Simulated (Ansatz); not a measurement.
## AgO (F-43m): a soft mode frozen in

Aim: this structure of AgO (F-43m) is to be tested for unstable modes, and one is followed downhill.

Program: Ansatz 0.2.0. Level of theory: DFT PBEsol, scalar-relativistic, plane waves, PAW; PAW set soft_1. Results are calculated unless marked as measured.

### 1. Starting point

It takes space group F-43m (No. 216, cubic). The conventional cell has a = 4.950 Å, b = 4.950 Å, c = 4.950 Å, α = 90.00°, β = 90.00°, γ = 90.00°. Ag has 4 O at 2.14 Å nearest. Nearest to O lie 4 Ag at 2.14 Å. Farther neighbours and most contacts between anions are not listed.

Coordinates:

```cif
data_structure
_symmetry_space_group_name_H-M 'P 1'
_symmetry_Int_Tables_number 1
_cell_length_a 3.5002
_cell_length_b 3.5002
_cell_length_c 3.5002
_cell_angle_alpha 60.000
_cell_angle_beta 60.000
_cell_angle_gamma 60.000
_cell_volume 30.32
loop_
_atom_site_label
_atom_site_type_symbol
_atom_site_fract_x
_atom_site_fract_y
_atom_site_fract_z
_atom_site_occupancy
Ag1 Ag 0.00000 0.00000 0.00000 1
O2 O 0.25000 0.25000 0.25000 1
```

### 2. Phonons on a q mesh

The cell comes from relaxations at this level that are not shown. Stability and thermal properties need the whole zone. Linear response on a 4×4×4 q mesh gives force constants as far as a supercell of that size would.

File input.yaml:

```yaml
crystal:
  lattice:
    - [0.0, 2.4749891092, 2.4749891092]
    - [2.4749891092, 0.0, 2.4749891092]
    - [2.4749891092, 2.4749891092, 0.0]
  atoms:
    - { symbol: Ag, position: [0.0, 0.0, 0.0] }
    - { symbol: O, position: [0.25, 0.25, 0.25] }
kpoints:
  mp_grid: { grid: [16, 16, 16] }
hamiltonian:
  xc: pbesol
  pseudopotentials: { kind: paw, azcp: { folder: soft_1 }, xc_functional: pbe }
scf:
  occupations: { method: methfessel_paxton, width: 0.2 }
output:
  eigenvalues: true
phonons:
  method: dfpt
  qmesh: [4, 4, 4]
  temperatures: { t_max: 1000, t_step: 50 }
  qpath:
    path:
      - [[0.0, 0.0, 0.0], [-0.5, -0.5, 0.0], [-0.375, -0.375, 0.25]]
      - [[-0.375, 0.0, 0.375], [0.0, 0.0, 0.0], [0.0, 0.0, 0.5], [-0.5, -0.25, 0.25], [-0.5, -0.5, 0.0]]
    npoints: 10
```

Started as:

```sh
ansatz run input.yaml --threads 4 --pin off --max-ram 10240MiB --backend cpu --events-out ev --progress --plain --runs-dir out
```

Numbers of over 12 decimals in the logs are rounded to 6 here.

Output:

```text
Engine: ansatz 0.2.0, aarch64-unknown-linux-gnu
Pseudopotentials: kind: paw
Pseudopotential: Ag, paw, valence charge 19, recommended cutoff 420 eV (normal), soft_1/Ag.paw.azcp
Pseudopotential: O, paw, valence charge 6, recommended cutoff 420 eV (normal), soft_1/O.paw.azcp
Functional definition: PBEsol
  exchange = pbesol_x
  correlation = pbesol_c
Crystal: 2 atoms, lattice volume = 30.321 Å³
Basis set: ecut = 420 eV, 609 PW (Γ), exchange–correlation on 48×48×48 points (8 copies of the dense FFT grid, shifted against one another)
Bands: 17, of which v1, the nominal top of the filled ones, is band 13 counted from 1 (12 counted from 0)
Symmetry: 24 space group operations
k-points: 145 of 4096 (time reversal used)
Non-local potential: Ag, projectors of the file, l = 0: 3, l = 1: 2, l = 2: 2, l = 3: 1
Non-local potential: O, projectors of the file, l = 0: 2, l = 1: 2, l = 2: 1
PAW form: soft (Blöchl's): semilocal exchange-correlation on the pseudo side does not see the compensation charge
PAW frozen core: Ag, regenerated for the run's functional, and the local potential with it (the file was generated under x = pbe(κ = 0.804, μ = 0.219515), c = pbe(β = 0.066725))
PAW frozen core: O, regenerated for the run's functional, and the local potential with it (the file was generated under x = pbe(κ = 0.804, μ = 0.219515), c = pbe(β = 0.066725))
PAW one-centre angular grid: Ag, 590 points (default); XC on 64 Gauss nodes
PAW one-centre angular grid: O, 110 points (default); XC on 64 Gauss nodes
Initial density: superposition of atomic densities (chi_scale 0.1, normalization cell, long waves kept (reshape's long-wave potential 0.00 eV rms))
Initial wavefunctions: pseudopotential atomic-orbital guess
Functional: x = pbesol(κ = 0.804, μ = 0.123457), c = pbesol(β = 0.046)
SCF iter   1: F=—  HF=-8080.273243 eV  |F-HF|=—  |Δ(HF+E_count)|=         —  Δρ=6.99e-2  dr2=1.04e0  ethr=3.10e-3  ⟨swp⟩=4.3  Hψ=10632  notcnv=0
preconditioner: auto → LDOS  [metal: Δε(μ)=0.012 eV  Ē_g=13.434 eV  σ=0.200 eV  W_gap=0.05  n_scr=14 (ndim 8)  ℏωp=27.8 eV  f_vac=0.043  D(μ)=2.24/eV (n_scr^D=26)  β→1.0]
SCF iter   2: F=—  HF=-8080.149700 eV  |F-HF|=—  |Δ(HF+E_count)|=   1.24e-1  S|Δr|=    0.00e0  Δρ=1.69e-2  dr2=1.13e-1  ethr=3.10e-3  ⟨swp⟩=2.4  Hψ=4672  notcnv=0
SCF iter   3: F=—  HF=-8080.140593 eV  |F-HF|=—  |Δ(HF+E_count)|=   9.11e-3  S|Δr|=    0.00e0  Δρ=1.30e-2  dr2=5.38e-2  ethr=4.50e-4  ⟨swp⟩=1.0  Hψ=2465  notcnv=0
SCF iter   4: F=—  HF=-8080.132025 eV  |F-HF|=—  |Δ(HF+E_count)|=   8.57e-3  S|Δr|=    0.00e0  Δρ=4.82e-3  dr2=7.08e-3  ethr=2.15e-4  ⟨swp⟩=1.0  Hψ=2467  notcnv=0
SCF iter   5: F=—  HF=-8080.130446 eV  |F-HF|=—  |Δ(HF+E_count)|=   1.58e-3  S|Δr|=    0.00e0  Δρ=1.32e-3  dr2=3.76e-4  ethr=2.83e-5  ⟨swp⟩=2.7  Hψ=4109  notcnv=0
SCF iter   6: F=—  HF=-8080.130390 eV  |F-HF|=—  |Δ(HF+E_count)|=   5.55e-5  S|Δr|=    0.00e0  Δρ=1.30e-4  dr2=2.52e-6  ethr=1.50e-6  ⟨swp⟩=2.5  Hψ=4492  notcnv=0
SCF iter   7: F=—  HF=-8080.130382 eV  |F-HF|=—  |Δ(HF+E_count)|=   7.69e-6  S|Δr|=    0.00e0  Δρ=1.90e-5  dr2=7.81e-8  ethr=1.01e-8  ⟨swp⟩=2.0  Hψ=3696  notcnv=0
SCF iter   8: F=—  HF=-8080.130382 eV  |F-HF|=—  |Δ(HF+E_count)|=   1.17e-8  S|Δr|=    0.00e0  Δρ=1.86e-6  dr2=1.04e-9  ethr=3.13e-10  ⟨swp⟩=2.0  Hψ=3578  notcnv=0
SCF iter   9: F=-8080.130382 eV  HF=-8080.130382 eV  |F-HF|=5.46e-12  |Δ(HF+E_count)|=  5.09e-11  S|Δr|=    0.00e0  Δρ=1.35e-7  dr2=3.57e-12  ethr=1.00e-12  ⟨swp⟩=4.0  Hψ=11995  notcnv=0
the search or the solves at the SCF's close seem to have found levels that the self-consistency loop had missed (the run counts 1). By its estimate they hold under 1e-12 electrons; where the run keeps them, the occupations were computed again with them
SCF 1 converged in 9 iterations: F = -8080.130382 eV  dr2 = 3.57e-12
  greatest PAW one-centre occupation: 1.001 electrons in one spin orbital (limit 2), on the Ag atom at site 0 (counted from 0), in its partial waves of l = 0
phonons: the bands overlap, so this run is a metal and interpolates without the dipole-dipole term. If the crystal is really an insulator or semiconductor, its LO-TO splitting is missing
NSCF: frozen V_eff on 145 k-points
NSCF: frozen V_eff on 349 k-points
DFPT response loops at q = (0, 0, 0) (fractional): preconditioner auto → Kerker (q_TF=auto, 2.642 Å⁻¹) (partly filled bands, converged f_vac=0.081); β = 1.00, the filter's whole step (`scf.mixing.beta` (0.50) is not read by the response loops under this deck's `scf.mixing.preconditioner`; to damp them name `kerker` or `kerker_dos`, under which they read `scf.mixing.beta`, and type it under 1.00, their step now; both keys bind the ground state too); Broyden in place of MSR1
NSCF: frozen V_eff on 4352 k-points
DFPT response loops at q = (0, 0, 0.25) (fractional): mixed as the last ones told, above
NSCF: frozen V_eff on 2196 k-points
DFPT response loops at q = (0, 0, -0.5) (fractional): mixed as the last ones told, above
NSCF: frozen V_eff on 2320 k-points
DFPT response loops at q = (0, 0.25, 0.25) (fractional): mixed as the last ones told, above
NSCF: frozen V_eff on 8192 k-points
DFPT response loops at q = (0, 0.25, -0.5) (fractional): mixed as the last ones told, above
NSCF: frozen V_eff on 4352 k-points
DFPT response loops at q = (0, 0.25, -0.25) (fractional): mixed as the last ones told, above
NSCF: frozen V_eff on 1242 k-points
DFPT response loops at q = (0, -0.5, -0.5) (fractional): mixed as the last ones told, above
NSCF: frozen V_eff on 2320 k-points
DFPT response loops at q = (0.25, -0.5, -0.25) (fractional): mixed as the last ones told, above
SCF converged after 9 iterations
Stability not checked: this state was not tested for a lower state beside it, because cold or Methfessel-Paxton smearing, or corrected tetrahedra, fill the levels in a way that the test cannot read (fill_not_monotonic; see scf.lower_state_search)
Free energy (F): -8080.130382 eV
Harris-Foulkes:  -8080.130382 eV  (|F-HF|=5.46e-12)
Internal energy: -8080.128520 eV  (E = F + TS)
E sigma→0 (E₀):  -8080.129917 eV
Entropy (-TS):   -0.001862 eV (-0.931 meV/atom)
Fermi energy:    9.496082 eV
--- Per-component energies (eV) ---
  E_band       = -351.871129
  E_kinetic    = 630.260958
  E_local      = -2990.459910  (includes V_loc(G=0)·N_el)
  E_nonlocal   = 88.149705
  E_hartree    = 1373.739163
  E_xc         = -226.088966
  E_vxc        = -288.054189  (∫ρ·V_xc dr)
  E_paw        = -4042.646945  (= ΣΔE_a)
  E_vpaw       = -539.247239  (= ΣTr[D̂ρ^β])
  E_aug_tail   = 0.001111  (compensation charges beyond the density's cutoff)
  E_ewald      = -2913.441665
  E_core_change = 0.358028  (= ΣΔE_core)
  E_smearing   = -0.001862  (= −TS)
  E_closure    = 0.000000  (closes the sum)
  Σ components = -8080.130382   (vs F -8080.130382, Δ=0.00e0)
--- Band table (eV; the first three rows and the last of 145) ---
  k-point 0: bands = [... 9 lower, 6.5158, 9.7789, 10.3181, 10.3181, 10.3181, 23.1411, 23.1411, 23.1411]
  k-point 1: bands = [... 9 lower, 6.5106, 9.7113, 10.2952, 10.2952, 10.4287, 22.6854, 23.1721, 23.1721]
  k-point 2: bands = [... 9 lower, 6.4995, 9.4803, 10.2263, 10.2263, 10.7775, 21.6542, 23.2455, 23.2455]
  k-point 144: bands = [... 9 lower, 7.1376, 7.1930, 7.2573, 8.8830, 16.9865, 18.0861, 19.3917, 19.9538]
--- Phonons (Γ-DFPT): 2 representative perturbations + reference (Σ response iterations 7) ---
  ASR residual: 7.662e-5 → 0.000e0 eV/Å²; symmetrization residual: 5.959e-7 eV/Å²
  ASR residual per site (eV/Å²): 7.66e-5 7.46e-7
  Γ frequencies (cm⁻¹): 0.00 0.00 0.00 201.59 201.59 201.59
--- Phonons (arbitrary-q DFPT): 8 irreducible q on the 4×4×4 mesh ---
  q = [0.0000, 0.0000, 0.0000] (star 1, of the zone-centre solve; hermiticity 5.72e-7, symmetrization 4.36e-12): -0.00 -0.00 0.00 201.59 201.59 201.59
  q = [0.0000, 0.0000, 0.2500] (star 8, 2 solved perturbations on 2176 of 4096 k-point pairs; hermiticity 9.72e-7, symmetrization 3.45e-9): -21.97 -21.97 91.79 260.78 261.32 261.32
  q = [0.0000, 0.0000, -0.5000] (star 4, 2 solved perturbations on 1098 of 4096 k-point pairs; hermiticity 2.83e-4, symmetrization 1.60e-4): -37.47 -37.47 133.34 292.04 292.04 372.91
  q = [0.0000, 0.2500, 0.2500] (star 6, 4 solved perturbations in 3616 linear systems a pass and spin channel, the states on 1160 of 4096 k-point pairs; hermiticity 5.23e-7, symmetrization 2.08e-8): -30.73 -30.73 110.71 257.68 276.69 276.69
  q = [0.0000, 0.2500, -0.5000] (star 24, 4 solved perturbations in 12544 linear systems a pass and spin channel, the states on 4096 of 4096 k-point pairs; hermiticity 7.51e-7, symmetrization 2.72e-9): -39.67 -39.49 137.21 278.15 313.90 345.63
  q = [0.0000, 0.2500, -0.2500] (star 12, 4 solved perturbations in 6672 linear systems a pass and spin channel, the states on 2176 of 4096 k-point pairs; hermiticity 5.15e-5, symmetrization 1.88e-5): -57.64 -30.97 127.89 266.03 283.81 326.71
  q = [0.0000, -0.5000, -0.5000] (star 3, 4 solved perturbations in 1940 linear systems a pass and spin channel, the states on 621 of 4096 k-point pairs; hermiticity 5.07e-7, symmetrization 8.56e-9): -54.26 -54.26 146.89 234.99 338.47 338.47
  q = [0.2500, -0.5000, -0.2500] (star 6, 4 solved perturbations in 3498 linear systems a pass and spin channel, the states on 1160 of 4096 k-point pairs; hermiticity 2.13e-4, symmetrization 1.07e-4): -71.98 -32.01 140.78 284.13 315.27 346.32
  sum rule: each row above includes the acoustic sum rule's correction from the zone centre's row sums; it moved no ω² by more than (0.44 cm⁻¹)²
  mesh force constants: q→R imaginary residual 3.09e-18; ASR residual 7.662e-5 → 0.000e0 eV/Å²; symmetrization residual 3.553e-15 eV/Å²
  interpolated dispersion: 62 rows × 6 modes
  density of states and harmonic sums: on the 24×24×24 q-mesh, interpolated from the force constants of a 4×4×4 supercell (no non-analytic term)
  largest difference from the sums on the solved wave vectors: F 2.71e-2 eV, S 3.35e-5 and C_V 6.43e-6 eV/K
  zero-point energy: 0.063061 eV/cell   skipped modes (ω ≤ 0): 794, of them read as no rigid motion or as one in doubt: 791 (1.941e0 modes/cell left out, lowest -71.98 cm⁻¹)   left out of the sums: 3.24e-1 of the cell's modes: C_V's classical limit lies that fraction below 3 k_B per atom; for a crystal, a wire or a layer, F and S can be off by more, and a phonons.interpolated_qmesh denser along its periods is the remedy for the sampling
```

The job ended after 7 min (4 threads of Arm Neoverse V1, shared host; peak memory 4.3 GiB).

Numbers from this step:

| Property | Result |
| --- | --- |
| volume per atom | 15.16 Å³ |
| gap on the k-mesh | 0 eV |
| sum-rule residual before enforcement | 7.66e-5 eV/Å² |
| lowest frequency on the path | -71.98 cm⁻¹ |
| point group | -43m |
| highest frequency on the path or at a solved wavevector | 372.9 cm⁻¹ |
| highest optical mode at the zone centre (no LO-TO term) | 201.6 cm⁻¹ |
| lowest optical zone-centre mode | 201.6 cm⁻¹ |
| lowest mode on the q mesh (acoustic modes at Γ apart) | -71.98 cm⁻¹ |

Frequencies (cm⁻¹) solved at each irreducible wavevector; negative means imaginary. Frequencies by wavevector, by row:

```
q in reciprocal lattice units  star  mode 1  mode 2  mode 3  mode 4  mode 5  mode 6
                        0 0 0     1       0       0       0   201.6   201.6   201.6
                     0 0 0.25     8     -22     -22    91.8   260.8   261.3   261.3
                     0 0 -0.5     4   -37.5   -37.5   133.3     292     292   372.9
                  0 0.25 0.25     6   -30.7   -30.7   110.7   257.7   276.7   276.7
                  0 0.25 -0.5    24   -39.7   -39.5   137.2   278.1   313.9   345.6
                 0 0.25 -0.25    12   -57.6     -31   127.9     266   283.8   326.7
                  0 -0.5 -0.5     3   -54.3   -54.3   146.9     235   338.5   338.5
              0.25 -0.5 -0.25     6     -72     -32   140.8   284.1   315.3   346.3
```

Interpolated from a 4×4×4 q mesh. The phonon branches at the labelled points (cm⁻¹):

```
    point  branch 1  branch 2  branch 3  branch 4  branch 5  branch 6
        Γ         0         0         0       202       202       202
  halfway       -31       -31       111       258       277       277
        X       -54       -54       147       235       338       338
  halfway       -55       -52       146       250       336       341
        U       -53       -46       144       274       324       345
jump to K       -53       -46       144       274       324       345
  halfway       -48       -14       108       245       271       294
        Γ         0         0         0       202       202       202
  halfway       -22       -22        92       261       261       261
        L       -38       -38       133       292       292       373
  halfway       -47       -33       138       284       304       356
        W       -72       -32       141       284       315       346
  halfway       -64       -42       144       261       330       344
        X       -54       -54       147       235       338       338
```

The phonon branches as a text plot (rows in cm⁻¹):

```
    364 |                                       *******
    345 |           *********                  *       **********
    327 |         **   ****  **               *             ***
    308 |        *         *   *                     *******
    289 |       *           *** *            ***************
    271 |      **        *********           *              **
    252 |    *** ***   **      *****       **                 *
    234 |   *       ***          *  *     **                   **
    215 | **                      ****  ***
    197 |*                           ****
    178 |
    160 |
    141 |        ************                    ****************
    123 |       *            ***              ***
    104 |      *                *            *
     86 |    **                  *         **
     67 |   *                     **      *
     48 |  *                        *    *
     30 | *                          *  *
     11 |                        *****  ***
     -7 |****                   *   ****   *
    -26 |    ***             ***  **        ***     ********
    -44 |       *****  ******   **             ********     ****
    -63 |            ***** *****                       **********
         Γ           X  U|K            Γ         L        W     X
```

Symmetry leaves 8 wavevectors to solve. The lowest mode among them, the acoustic zeros apart, lies at q = (0.25, -0.5, -0.25) and is imaginary, 72.0i cm⁻¹, so the energy falls along it.

### 3. The mode frozen in, largest atomic shift 0 Å

The mode followed lies at q = (0.25, -0.5, -0.25) with frequency 72.0i cm⁻¹, the softest among the wavevectors solved. At small amplitude the distorted cell has space group no. 121 by a symmetry search on the positions. The undistorted cell that holds it gives the zero of energy on the same k mesh.

System of this step: AgO. The structure is cubic, space group F-43m (No. 216). Conventional cell: a = 4.950 Å, b = 4.950 Å, c = 4.950 Å, α = 90.00°, β = 90.00°, γ = 90.00°. Nearest to Ag lie 4 O at 2.14 Å. O has 4 Ag at 2.14 Å nearest. Farther neighbours and most contacts between anions are not listed.

input.yaml, the sections that differ from step 2:

```yaml
crystal:
  lattice:
    - [0.0, 0.0, -4.9499782184]
    - [4.9499782184, 0.0, 0.0]
    - [2.4749891092, -4.9499782184, -2.4749891092]
  atoms:
    - { symbol: Ag, position: [0.75, 0.25, 0.5] }
    - { symbol: Ag, position: [0.25, 0.75, 0.5] }
    - { symbol: Ag, position: [0.5, 0.5, 0.0] }
    - { symbol: Ag, position: [0.0, 0.0, 0.0] }
    - { symbol: O, position: [0.625, 0.625, 0.25] }
    - { symbol: O, position: [0.125, 0.125, 0.25] }
    - { symbol: O, position: [0.375, 0.875, 0.75] }
    - { symbol: O, position: [0.875, 0.375, 0.75] }
kpoints:
  mp_grid: { grid: [8, 8, 8] }
output:
  forces: true
  stress: true
  eigenvalues: true
# hamiltonian, scf: as in step 2
# phonons: removed
```

Output:

```text
[...]
Crystal: 8 atoms, lattice volume = 121.286 Å³
Basis set: ecut = 420 eV, 2405 PW (Γ), exchange–correlation on 72×72×90 points (8 copies of the dense FFT grid, shifted against one another)
Bands: 60, of which v1, the nominal top of the filled ones, is band 50 counted from 1 (49 counted from 0)
Symmetry: 32 space group operations
[...]
k-points: 59 of 512 (time reversal used)
[...]
k-point 0: bands = [... 46 lower, 8.2102, 8.8832, 8.8832, 9.7789, 10.3182, 10.3182, 10.3182, 15.3833, ... 6 higher]
  k-point 1: bands = [... 46 lower, 8.3267, 8.8246, 8.8246, 9.7118, 10.2589, 10.2589, 10.4991, 15.0114, ... 6 higher]
  k-point 2: bands = [... 46 lower, 8.6289, 8.6547, 8.6547, 9.5677, 10.0830, 10.0830, 10.9569, 14.2144, ... 6 higher]
  k-point 58: bands = [... 46 lower, 9.1015, 9.1015, 9.5463, 9.5463, 9.5463, 9.5463, 14.5842, 14.5842, ... 6 higher]
[key lines of the parts left out:]
SCF converged after 8 iterations
Free energy (F): -32320.521325 eV
Fermi energy:    9.494831 eV
P = ⅓ Tr σ = -0.0046 GPa (-0.046 kbar)
```

It took 9.6 s on 4 threads; peak memory 0.6 GiB; 38 s of CPU time.

Numbers from this step:

| Quantity | Value |
| --- | --- |
| pressure | -0.004558 GPa |
| energy from the undistorted cell | 0 meV/atom |

The run ends at a pressure of 0.00 GPa.

### 4. The mode frozen in, largest atomic shift 0.22 Å

The atoms are moved along the unstable eigenvector, the largest shift by 0.22 Å, with the cell fixed.

input.yaml, the sections that differ from step 3:

```yaml
crystal:
  lattice:
    - [0.0, 0.0, -4.9499782184]
    - [4.9499782184, 0.0, 0.0]
    - [2.4749891092, -4.9499782184, -2.4749891092]
  atoms:
    - { symbol: Ag, position: [0.77222232, 0.27222232, 0.45555536] }
    - { symbol: Ag, position: [0.22777768, 0.72777768, 0.54444464] }
    - { symbol: Ag, position: [0.5, 0.5, 0.0] }
    - { symbol: Ag, position: [0.0, 0.0, 0.0] }
    - { symbol: O, position: [0.6020929881, 0.6479070119, 0.25] }
    - { symbol: O, position: [0.1479070119, 0.1020929881, 0.25] }
    - { symbol: O, position: [0.3979070119, 0.8979070119, 0.75] }
    - { symbol: O, position: [0.8520929881, 0.3520929881, 0.75] }
# kpoints, hamiltonian, scf, output: as in step 3
```

Output:

```text
[...]
Crystal: 8 atoms, lattice volume = 121.286 Å³
Basis set: ecut = 420 eV, 2405 PW (Γ), exchange–correlation on 72×72×90 points (8 copies of the dense FFT grid, shifted against one another)
Bands: 60, of which v1, the nominal top of the filled ones, is band 50 counted from 1 (49 counted from 0)
Symmetry: 8 space group operations
[...]
k-points: 59 of 512 (time reversal used)
[...]
k-point 0: bands = [... 46 lower, 8.2687, 8.7878, 9.0161, 9.7965, 10.1155, 10.1155, 10.1676, 15.1590, ... 6 higher]
  k-point 1: bands = [... 46 lower, 8.3964, 8.7341, 8.9665, 9.6845, 10.0676, 10.0676, 10.3921, 14.8219, ... 6 higher]
  k-point 2: bands = [... 46 lower, 8.7029, 8.7029, 8.8363, 9.5086, 9.9277, 9.9277, 10.8776, 14.0712, ... 6 higher]
  k-point 58: bands = [... 46 lower, 8.8646, 9.0804, 9.2792, 9.5695, 9.5695, 9.8123, 13.7553, 14.5195, ... 6 higher]
[key lines of the parts left out:]
SCF converged after 10 iterations
Free energy (F): -32320.571650 eV
Fermi energy:    9.511571 eV
P = ⅓ Tr σ = -1.8455 GPa (-18.455 kbar)
```

Elapsed: 11 s, on 4 threads; peak memory 0.6 GiB; 44 s of CPU time.

Numbers from this step:

| Quantity | Value |
| --- | --- |
| pressure | -1.845 GPa |
| energy from the undistorted cell | -6.499 meV/atom |

The energy, extrapolated to zero smearing, is -6.50 meV/atom against the undistorted cell.

The run ends at a pressure of -1.85 GPa, with forces up to 0.32 eV/Å.

(Continued in part 2 of 3.)

[Logs are printed without paths, hosts, clocks, repeated set-up lines and the standing remarks that a program may print on its own settings, such as how far it seeks lower states.]

[Hosts, paths, dates, database ids (printed as entryN), source tags and the programs' standing remarks are cut or masked in the printed files.]
